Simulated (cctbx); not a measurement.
## Accept or mend?

Cell a = 7.2840 Å, b = 12.3860 Å, c = 11.8680 Å, α = 90.00°, β = 93.55°, γ = 90.00°; space group P2_1/c (no. 14). The compound is BaMgMnCl7.

Simulated single-crystal data (cctbx): synchrotron X-rays, λ = 0.6889 Å, to d = 0.75 Å, 95 % of the full sphere, strongest reflection 5000 counts, noise from counting, a 6 % proportional error and a noise floor of 2 counts (s.d.); no absorption.

An anisotropic refinement with weights 1/σ² prints:

```text
Rint 0.076, 2653 unique reflections to 0.75 A
cycle     R1     wR2    GooF  max shift (A)
   1  0.0495  0.1227   1.404   0.00291
   2  0.0336  0.0866   0.991   0.00001
final R1 0.0336 wR2 0.0866 GooF 0.991  parameters 90  data/parameter 29.5
atom        x        y        z      Ueq    occ   su(xyz)  su(Uiso or U11)
Ba1    0.71646  0.18064  0.99696   0.0187  1.000  0.00004  0.0002
Mn1    0.19576  0.11584  0.31220   0.0205  1.000  0.00012  0.0004
Cl1    0.52087  0.77623  0.76059   0.0316  1.000  0.00020  0.0007
Cl2    0.36853  0.54692  0.86942   0.0297  1.000  0.00020  0.0007
Cl3    0.73521  0.68271  0.00627   0.0320  1.000  0.00021  0.0007
Cl4    0.61920  0.54183  0.61836   0.0306  1.000  0.00021  0.0007
Cl5    0.96874  0.72475  0.75510   0.0270  1.000  0.00019  0.0006
Cl6    0.12528  0.93888  0.62667   0.0345  1.000  0.00022  0.0007
Cl7    0.11771  0.04101  0.13094   0.0347  1.000  0.00021  0.0007
Mg1    0.68979  0.60137  0.80677   0.0324  1.000  0.00030  0.0010
difference map: max 0.98 min -1.03 rms 0.24
Q1    0.2950  0.0103  0.9233    4    1.00  0.91 A from Cl4
Q2    0.0928  0.0409  0.8551    4    0.96  1.85 A from Cl7
Q3    0.4507  0.9948  0.7982    4    0.92  1.28 A from Cl4
Q4    0.0580  0.1509  0.5008    4    0.90  1.56 A from Cl3
Q5    0.2692  0.6345  0.1082    4    0.89  1.41 A from Cl6
Q6    0.3110  0.6937  0.9240    4    0.88  1.83 A from Ba1
```

Q: Accept it or mend it, and why?

It can stand. The set-up had a fault (dispersion terms of the wrong wavelength (1.54184 Å)), but the figures of merit move little: R1 = 0.0336, wR2 = 0.0866, GooF = 0.99 against R1 = 0.0331, wR2 = 0.0818, GooF = 0.94 for the right model.

The compound is BaMgMnCl7. The right model at the same level gives:

```text
Rint 0.076, 2653 unique reflections to 0.75 A
cycle     R1     wR2    GooF  max shift (A)
   1  0.0469  0.1146   1.312   0.00143
   2  0.0331  0.0818   0.937   0.00000
final R1 0.0331 wR2 0.0818 GooF 0.937  parameters 90  data/parameter 29.5
atom        x        y        z      Ueq    occ   su(xyz)  su(Uiso or U11)
Ba1    0.71647  0.18064  0.99696   0.0178  1.000  0.00004  0.0001
Mn1    0.19576  0.11583  0.31220   0.0227  1.000  0.00011  0.0004
Cl1    0.52091  0.77628  0.76057   0.0303  1.000  0.00019  0.0006
Cl2    0.36848  0.54691  0.86944   0.0285  1.000  0.00019  0.0006
Cl3    0.73532  0.68275  0.00627   0.0310  1.000  0.00019  0.0007
Cl4    0.61919  0.54178  0.61840   0.0293  1.000  0.00020  0.0007
Cl5    0.96877  0.72470  0.75507   0.0258  1.000  0.00018  0.0006
Cl6    0.12538  0.93897  0.62662   0.0333  1.000  0.00021  0.0007
Cl7    0.11768  0.04096  0.13093   0.0334  1.000  0.00019  0.0006
Mg1    0.68982  0.60143  0.80679   0.0321  1.000  0.00029  0.0010
difference map: max 0.97 min -0.91 rms 0.23
Q1    0.4527  0.9936  0.8001    4    1.01  1.28 A from Cl4
Q2    0.0847  0.0380  0.8618    4    0.91  1.78 A from Cl7
Q3    0.1800  0.0313  0.7238    4    0.88  1.35 A from Mg1
Q4    0.3006  0.0051  0.9217    4    0.86  0.90 A from Cl4
Q5    0.0580  0.1480  0.5004    4    0.86  1.57 A from Cl3
Q6    0.4317  0.0510  0.1078    4    0.85  1.78 A from Cl4
```

Isotropic U is held between 0.0001 and 1 Å² by the program, and listed peak heights are interpolated, so they can pass the grid's maximum.

The model is made up (kin elements in a known structure type, no relaxation), so it says nothing on whether the phase exists.

[Middle refinement cycles are left out of these outputs.]

[Logs are printed without paths, hosts, clocks, repeated set-up lines and the standing remarks that a program may print on its own settings, such as how far it seeks lower states.]
